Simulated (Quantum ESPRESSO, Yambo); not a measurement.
An input for Quantum ESPRESSO 7.5 (SnTe (puckered monolayer (GeS type))):

```
&control
  calculation = 'scf'
  prefix = 'x'
  outdir = 'o'
  pseudo_dir = 'pseudo'
/
&system
  ibrav = 0
  nat = 4
  ntyp = 2
  ecutwfc = 88.0
  nbnd = 52
  force_symmorphic = .true.
/
&electrons
  conv_thr = 1e-10
  electron_maxstep = 80
  mixing_beta = 0.5
/
ATOMIC_SPECIES
  Sn 118.71 Sn.upf
  Te 127.6 Te.upf
CELL_PARAMETERS angstrom
  4.5927862690 0.0000000000 0.0000000000
  0.0000000000 4.5445868590 0.0000000000
  0.0000000000 0.0000000000 15.0000000000
ATOMIC_POSITIONS crystal
  Sn 0.0646048999 0.0000000000 0.5890129902
  Te 0.5353951001 0.5000000000 0.6064968978
  Sn 0.5646048999 0.5000000000 0.4109597327
  Te 0.0353951001 0.0000000000 0.3934758251
K_POINTS automatic
  8 8 1 0 0 0
```

```sh
OMP_NUM_THREADS=1 mpirun -n 8 pw.x -nk 8 -in pw.in > pw.out
```

Question: How long will it take on 8 MPI ranks of AMD EPYC 7R43, shared host, and how much memory?

It took 1.7 min; on shared hardware allow 50 s to 3.3 min. Peak host memory was 3.1 GiB.

[Paths, hosts, dates, memory and timing lines, banners, echoed tables and standing remarks are left out of the program output.]

[Logs are printed without paths, hosts, clocks, repeated set-up lines and the standing remarks that a program may print on its own settings, such as how far it seeks lower states.]

[Runs of the session that timed out or met a known fault of the program may be left out.]

[Hosts, paths, dates, database ids (printed as entryN), source tags and the programs' standing remarks are cut or masked in the printed files.]
